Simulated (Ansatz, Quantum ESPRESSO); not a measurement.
# CO2 (P4_2/mnm): third-order response

Aim: Raman and infrared lines of CO2 (P4_2/mnm).

Calculated with Quantum ESPRESSO 8.0 development, patched; DFT LDA, scalar-relativistic, plane waves, PseudoDojo norm-conserving pseudopotentials.

## (1) The structure

It takes space group P4_2/mnm (No. 136, tetragonal). The conventional cell has a = 4.227 Å, b = 4.227 Å, c = 4.688 Å, α = 90.00°, β = 90.00°, γ = 90.00°. Nearest to C lie 2 O at 1.17 Å. Nearest to O lie 1 C at 1.17 Å. Farther neighbours and most contacts between anions are not listed.

## (2) A probe with smearing

Before anything dear is run, a loose run with smearing shows whether this is a metal and how far the cell is from rest.

File probe.in:

```
&CONTROL
  calculation = 'scf'
  prefix      = 'x'
  outdir      = './tmp'
  pseudo_dir  = './pseudo'
  tprnfor     = .true.
  tstress     = .true.
  verbosity   = 'high'
/
&SYSTEM
  ibrav       = 6
  celldm(1)   = 7.98827444
  celldm(3)   = 1.10895094
  nat         = 6
  ntyp        = 2
  ecutwfc     = 84.0
  occupations = 'smearing'
  smearing    = 'gaussian'
  degauss     = 0.01
/
&ELECTRONS
  conv_thr         = 1.0d-07
  mixing_beta      = 0.7
  electron_maxstep = 100
/
ATOMIC_SPECIES
 C      12.0110  C.upf
 O      15.9990  O.upf
ATOMIC_POSITIONS crystal
 C      0.500000000   0.500000000   0.500000000
 C      0.000000000   0.000000000   0.000000000
 O      0.304826860   0.695173140   0.500000000
 O      0.695173140   0.304826860   0.500000000
 O      0.195173140   0.195173140   0.000000000
 O      0.804826860   0.804826860   0.000000000
K_POINTS automatic
 4 4 4 0 0 0
```

Run with:

```sh
OMP_NUM_THREADS=1 mpirun -n 16 pw.x -nk 16 -in probe.in > probe.out
```

Output:

```text
[banners, grids, parts of the stress and lines that vanish by symmetry left out]
Program PWSCF v.8.0dev
     bravais-lattice index     =            6
     lattice parameter (alat)  =       7.9883  a.u.
[...]
kinetic-energy cutoff     =      84.0000  Ry
     charge density cutoff     =     336.0000  Ry
     scf convergence threshold =      1.0E-07
[...]
Exchange-correlation= SLA-PW-NOGX-NOGC
                           (   1   4   0   0   0   0   0)
[...]
16 Sym. Ops., with inversion, found ( 8 have fractional translation)
[...]
(     0          1          0      )
                  (     0          0          1      )
[...]
(  0.0000000  1.0000000  0.0000000 )
                  (  0.0000000  0.0000000  1.0000000 )
[...]
(     0         -1          0      )
[...]
number of k points=    18  Gaussian smearing, width (Ry)=  0.0100
[...]
End of self-consistent calculation
[...]
the Fermi energy is    -0.0051 ev
!    total energy              =    -156.05464851 Ry
[...]
convergence has been achieved in  10 iterations
[...]
atom    1 type  1   force =     0.00000000    0.00000000   -0.00000000
     atom    2 type  1   force =     0.00000000    0.00000000    0.00000000
     atom    3 type  2   force =     0.01432843   -0.01432843    0.00000000
     atom    4 type  2   force =    -0.01432843    0.01432843    0.00000000
     atom    5 type  2   force =    -0.01432843   -0.01432843    0.00000000
     atom    6 type  2   force =     0.01432843    0.01432843    0.00000000
[...]
Total force =     0.040527     Total SCF correction =     0.000287
[...]
total   stress  (Ry/bohr**3)                   (kbar)     P=      -28.15
[...]
XML data file, charge density, pseudopotentials, collected wavefunctions

   JOB DONE.
```

Run time: 11 s. Hardware: 16 MPI ranks of Arm Neoverse N1, shared host.

This step gave:

```
volume per atom   : 13.96 Å³
pressure          : -2.815 GPa
gap on the k-mesh : 6.325 eV
```

A gap of 6.3 eV opens on this mesh, so the crystal is taken as an insulator; the start stands at -2.8 GPa.

## (3) Relaxation

Frequencies change by per cents with a per cent of volume, so the structure is first brought to rest at this level of theory.

File relax.in:

```
&CONTROL
  calculation   = 'vc-relax'
  prefix        = 'x'
  outdir        = './tmp'
  pseudo_dir    = './pseudo'
  tprnfor       = .true.
  tstress       = .true.
  forc_conv_thr = 2.0d-05
  etot_conv_thr = 1.0d-07
  nstep         = 40
/
&SYSTEM
  ibrav       = 6
  celldm(1)   = 7.98827444
  celldm(3)   = 1.10895094
  nat         = 6
  ntyp        = 2
  ecutwfc     = 84.0
  occupations = 'fixed'
  nbnd        = 18
/
&ELECTRONS
  conv_thr         = 1.0d-11
  mixing_beta      = 0.7
  electron_maxstep = 100
/
&IONS
/
&CELL
  press_conv_thr = 0.2
/
ATOMIC_SPECIES
 C      12.0110  C.upf
 O      15.9990  O.upf
ATOMIC_POSITIONS crystal
 C      0.500000000   0.500000000   0.500000000
 C      0.000000000   0.000000000   0.000000000
 O      0.304826860   0.695173140   0.500000000
 O      0.695173140   0.304826860   0.500000000
 O      0.195173140   0.195173140   0.000000000
 O      0.804826860   0.804826860   0.000000000
K_POINTS automatic
 6 6 6 0 0 0
```

Run with:

```sh
OMP_NUM_THREADS=1 mpirun -n 16 pw.x -nk 16 -in relax.in > relax.out
```

Output:

```text
[banners, grids, parts of the stress and lines that vanish by symmetry left out]
[banner, memory and clock lines left out]
Program PWSCF v.8.0dev

[...]
kinetic-energy cutoff     =      84.0000  Ry
     charge density cutoff     =     336.0000  Ry
     scf convergence threshold =      1.0E-11
[...]
energy convergence thresh.=      1.0E-07
     force convergence thresh. =      2.0E-05
     press convergence thresh. =      2.0E-01
     Exchange-correlation= SLA-PW-NOGX-NOGC
                           (   1   4   0   0   0   0   0)
[...]
16 Sym. Ops., with inversion, found ( 8 have fractional translation)
[...]
number of k points=    40
[...]
c_bands: 2 eigenvalues not converged on the other pools
[...]
End of self-consistent calculation
[...]
highest occupied, lowest unoccupied level (ev):    -1.8158    4.5093
!    total energy              =    -156.05464813 Ry
[...]
convergence has been achieved in  12 iterations
[...]
atom    1 type  1   force =     0.00000000    0.00000000   -0.00000000
     atom    2 type  1   force =     0.00000000    0.00000000    0.00000000
     atom    3 type  2   force =     0.01434685   -0.01434685   -0.00000000
     atom    4 type  2   force =    -0.01434685    0.01434685   -0.00000000
     atom    5 type  2   force =    -0.01434685   -0.01434685   -0.00000000
     atom    6 type  2   force =     0.01434685    0.01434685   -0.00000000
     Total force =     0.040579     Total SCF correction =     0.000006
[...]
total   stress  (Ry/bohr**3)                   (kbar)     P=      -28.05
[...]
number of bfgs steps    =   0
[...]
CELL_PARAMETERS (alat=  7.98827444)
[...]
ATOMIC_POSITIONS (crystal)
C                0.5000000000        0.5000000000        0.5000000000
C                0.0000000000        0.0000000000        0.0000000000
O                0.3066228492        0.6933771508        0.5000000000
O                0.6933771508        0.3066228492        0.5000000000
[...]
New effective cutoffs (rho, wfc):  339.85   84.98
[...]
c_bands: 1 eigenvalues not converged on the other pools
[...]
End of self-consistent calculation
[...]
highest occupied, lowest unoccupied level (ev):    -1.7510    4.7482
!    total energy              =    -156.05315885 Ry
[...]
convergence has been achieved in   9 iterations
[...]
atom    1 type  1   force =     0.00000000    0.00000000   -0.00000000
     atom    2 type  1   force =     0.00000000    0.00000000    0.00000000
     atom    3 type  2   force =    -0.03821204    0.03821204    0.00000000
     atom    4 type  2   force =     0.03821204   -0.03821204    0.00000000
     atom    5 type  2   force =     0.03821204    0.03821204    0.00000000
     atom    6 type  2   force =    -0.03821204   -0.03821204    0.00000000
     Total force =     0.108080     Total SCF correction =     0.000000
[...]
total   stress  (Ry/bohr**3)                   (kbar)     P=       28.99
[...]
number of bfgs steps    =   1
[...]
CELL_PARAMETERS (alat=  7.98827444)
[...]
ATOMIC_POSITIONS (crystal)
[...]
New effective cutoffs (rho, wfc):  337.28   84.33
[...]
End of self-consistent calculation
[...]
highest occupied, lowest unoccupied level (ev):    -1.7935    4.5923
!    total energy              =    -156.05523934 Ry
[...]
convergence has been achieved in   8 iterations
[...]
number of bfgs steps    =  16
[...]
highest occupied, lowest unoccupied level (ev):    -0.7389    5.8210
!    total energy              =    -156.05891289 Ry
[...]
convergence has been achieved in   7 iterations
[...]
Total force =     0.000177     Total SCF correction =     0.000000
[...]
total   stress  (Ry/bohr**3)                   (kbar)     P=       -0.09
[...]
number of bfgs steps    =  17
[...]
highest occupied, lowest unoccupied level (ev):    -0.7518    5.8161
!    total energy              =    -156.05891617 Ry
[...]
convergence has been achieved in   8 iterations
[...]
Total force =     0.000004     Total SCF correction =     0.000001
[...]
total   stress  (Ry/bohr**3)                   (kbar)     P=       -0.02
[...]
number of bfgs steps    =  18
[...]
New effective cutoffs (rho, wfc):  389.44   97.95
[...]
highest occupied, lowest unoccupied level (ev):    -0.7563    5.8147
!    total energy              =    -156.05891646 Ry
[...]
convergence has been achieved in   7 iterations
[...]
Total force =     0.000008     Total SCF correction =     0.000000
[...]
total   stress  (Ry/bohr**3)                   (kbar)     P=       -0.00
[...]
number of bfgs steps    =  19
[...]
CELL_PARAMETERS (alat=  7.98827444)
[...]
ATOMIC_POSITIONS (crystal)
[...]
New effective cutoffs (rho, wfc):  389.47   97.96
[...]
End of self-consistent calculation
[...]
highest occupied, lowest unoccupied level (ev):    -0.7563    5.8149
!    total energy              =    -156.05891646 Ry
[...]
convergence has been achieved in   5 iterations
[...]
atom    5 type  2   force =    -0.00000124   -0.00000124   -0.00000000
     atom    6 type  2   force =     0.00000124    0.00000124   -0.00000000
     Total force =     0.000003     Total SCF correction =     0.000000
[...]
total   stress  (Ry/bohr**3)                   (kbar)     P=       -0.00
[...]
bfgs converged in  22 scf cycles and  20 bfgs steps
[...]
End of BFGS Geometry Optimization
     Final enthalpy           =    -156.0589164599 Ry
     File ./tmp/x.bfgs deleted, as requested
[...]
CELL_PARAMETERS (alat=  7.98827444)
[...]
ATOMIC_POSITIONS (crystal)
[...]
O                0.1994038351        0.1994038351        0.0000000000
O                0.8005961649        0.8005961649       -0.0000000000
[...]
Final scf calculation at the relaxed structure.
[...]
kinetic-energy cutoff     =      84.0000  Ry
     charge density cutoff     =     336.0000  Ry
     scf convergence threshold =      1.0E-13
[...]
press convergence thresh. =      2.0E-01
     Exchange-correlation= SLA-PW-NOGX-NOGC
                           (   1   4   0   0   0   0   0)
[...]
16 Sym. Ops., with inversion, found ( 8 have fractional translation)
[...]
number of k points=    40
[...]
c_bands: 1 eigenvalues not converged on the other pools
[...]
End of self-consistent calculation
[...]
highest occupied, lowest unoccupied level (ev):    -0.7563    5.8148
!    total energy              =    -156.05882311 Ry
[...]
convergence has been achieved in  15 iterations
[...]
atom    1 type  1   force =     0.00000000    0.00000000    0.00000000
     atom    2 type  1   force =     0.00000000    0.00000000    0.00000000
     atom    3 type  2   force =     0.00000558   -0.00000558    0.00000000
     atom    4 type  2   force =    -0.00000558    0.00000558   -0.00000000
     atom    5 type  2   force =    -0.00000558   -0.00000558    0.00000000
     atom    6 type  2   force =     0.00000558    0.00000558    0.00000000
     Total force =     0.000016     Total SCF correction =     0.000000
[...]
total   stress  (Ry/bohr**3)                   (kbar)     P=       -0.55
[...]
XML data file, charge density, pseudopotentials, collected wavefunctions
```

Run time: 4.2 min. Hardware: 16 MPI ranks; 67 min of CPU time.

Step by step (22 of 23):

| step | energy less that of the first step (eV) | largest force (eV/Å) | volume (Å³) |
| --- | --- | --- | --- |
| 1 | 0.0000 | 0.5217 | 83.77 |
| 2 | 0.0203 | 1.3894 | 82.57 |
| 3 | -0.0080 | 0.1149 | 83.35 |
| 4 | -0.0119 | 0.1218 | 82.88 |
| 5 | -0.0174 | 0.1166 | 82.17 |
| 6 | -0.0252 | 0.1094 | 81.12 |
| 7 | -0.0356 | 0.0984 | 79.57 |
| 8 | -0.0479 | 0.0805 | 77.29 |
| 9 | -0.0574 | 0.0443 | 73.97 |
| 10 | -0.0578 | 0.0007 | 73.14 |
| 11 | -0.0578 | 0.0046 | 73.27 |
| 13 | -0.0578 | 0.0054 | 73.31 |
| 14 | -0.0578 | 0.0054 | 73.34 |
| 15 | -0.0578 | 0.0054 | 73.35 |
| 16 | -0.0579 | 0.0051 | 73.37 |
| 17 | -0.0579 | 0.0046 | 73.39 |
| 18 | -0.0580 | 0.0037 | 73.42 |
| 19 | -0.0580 | 0.0023 | 73.46 |
| 20 | -0.0581 | 0.0000 | 73.50 |
| 21 | -0.0581 | 0.0001 | 73.51 |
| 22 | -0.0581 | 0.0000 | 73.51 |
| 23 | -0.0568 | 0.0002 | 73.51 |

| conventional cell, symmetrised | before | after | change |
| --- | --- | --- | --- |
| a (Å) | 4.227 | 4.117 | -2.6 % |
| b (Å) | 4.227 | 4.117 | -2.6 % |
| c (Å) | 4.688 | 4.337 | -7.5 % |
| volume (Å³/atom) | 13.96 | 12.25 | -12.2 % |

The atoms that moved most (Å, as changes of fractional coordinates times the final cell):

| atom | dx | dy | dz | length |
| --- | --- | --- | --- | --- |
| O6 | -0.017 | -0.017 | 0.000 | 0.025 |
| O4 | 0.017 | -0.017 | 0.000 | 0.025 |
| O3 | -0.017 | 0.017 | 0.000 | 0.025 |
| O5 | 0.017 | 0.017 | 0.000 | 0.025 |

The relaxed structure:

```cif
data_structure
_symmetry_space_group_name_H-M 'P 1'
_symmetry_Int_Tables_number 1
_cell_length_a 4.1169
_cell_length_b 4.1169
_cell_length_c 4.3373
_cell_angle_alpha 90.000
_cell_angle_beta 90.000
_cell_angle_gamma 90.000
_cell_volume 73.51
loop_
_atom_site_label
_atom_site_type_symbol
_atom_site_fract_x
_atom_site_fract_y
_atom_site_fract_z
_atom_site_occupancy
C1 C 0.50000 0.50000 0.50000 1
C2 C 0.00000 0.00000 0.00000 1
O3 O 0.30060 0.69940 0.50000 1
O4 O 0.69940 0.30060 0.50000 1
O5 O 0.19940 0.19940 0.00000 1
O6 O 0.80060 0.80060 0.00000 1
```

The last row of the table of steps is pw.x's closing run on a basis chosen anew for the final cell, so its energy can jump.

Numbers from this step:

```yaml
volume_per_atom: 12.25 Å³
pressure: -0.05533 GPa
gap_on_the_k_mesh: 6.571 eV
```

The volume changes by -12.2 % from the cell with which this run began.

## (4) Ground state

Perturbation theory inherits every error of the wavefunctions, so the threshold is set near the limit of the arithmetic. With a gap, occupations are fixed, which also allows the response to an electric field.

File scf.in:

```
&CONTROL
  calculation = 'scf'
  prefix      = 'x'
  outdir      = './tmp'
  pseudo_dir  = './pseudo'
  tprnfor     = .true.
  tstress     = .true.
/
&SYSTEM
  ibrav       = 6
  celldm(1)   = 7.77978021
  celldm(3)   = 1.05353431
  nat         = 6
  ntyp        = 2
  ecutwfc     = 84.0
  occupations = 'fixed'
  nbnd        = 18
/
&ELECTRONS
  conv_thr         = 1.0d-12
  mixing_beta      = 0.7
  electron_maxstep = 100
/
ATOMIC_SPECIES
 C      12.0110  C.upf
 O      15.9990  O.upf
ATOMIC_POSITIONS crystal
 C      0.500000000   0.500000000   0.500000000
 C      0.000000000   0.000000000   0.000000000
 O      0.300596165   0.699403835   0.500000000
 O      0.699403835   0.300596165   0.500000000
 O      0.199403835   0.199403835   0.000000000
 O      0.800596165   0.800596165   0.000000000
K_POINTS automatic
 8 8 8 0 0 0
```

Run with:

```sh
OMP_NUM_THREADS=1 mpirun -n 16 pw.x -nk 16 -in scf.in > scf.out
```

Output:

```text
[banners, grids, parts of the stress and lines that vanish by symmetry left out]
[banner, memory and clock lines left out]
Program PWSCF v.8.0dev

[...]
kinetic-energy cutoff     =      84.0000  Ry
     charge density cutoff     =     336.0000  Ry
     scf convergence threshold =      1.0E-12
[...]
Exchange-correlation= SLA-PW-NOGX-NOGC
                           (   1   4   0   0   0   0   0)
[...]
16 Sym. Ops., with inversion, found ( 8 have fractional translation)
[...]
number of k points=    75
[...]
c_bands: 1 eigenvalues not converged on the other pools
[...]
c_bands: 2 eigenvalues not converged on the other pools
[...]
c_bands: 1 eigenvalues not converged on the other pools
[...]
End of self-consistent calculation
[...]
highest occupied, lowest unoccupied level (ev):    -0.7563    5.8149
!    total energy              =    -156.05882268 Ry
[...]
convergence has been achieved in  12 iterations
[...]
atom    1 type  1   force =     0.00000000    0.00000000    0.00000000
     atom    2 type  1   force =     0.00000000    0.00000000    0.00000000
     atom    3 type  2   force =     0.00000564   -0.00000564   -0.00000000
     atom    4 type  2   force =    -0.00000564    0.00000564   -0.00000000
     atom    5 type  2   force =    -0.00000564   -0.00000564    0.00000000
     atom    6 type  2   force =     0.00000564    0.00000564    0.00000000
     Total force =     0.000016     Total SCF correction =     0.000001
[...]
total   stress  (Ry/bohr**3)                   (kbar)     P=       -0.56
[...]
XML data file, charge density, pseudopotentials, collected wavefunctions
```

Elapsed: 24 s, on 16 MPI ranks.

Numbers from this step:

- pressure: -0.056 GPa

The cell stands at -0.056 GPa, close enough for phonons.

(Part 1 of 4 ends here.)

[Host names and launcher messages were left out of these logs when they were recorded.]

[Logs are printed without paths, hosts, clocks, repeated set-up lines and the standing remarks that a program may print on its own settings, such as how far it seeks lower states.]

[Hosts, paths, dates, database ids (printed as entryN), source tags and the programs' standing remarks are cut or masked in the printed files.]
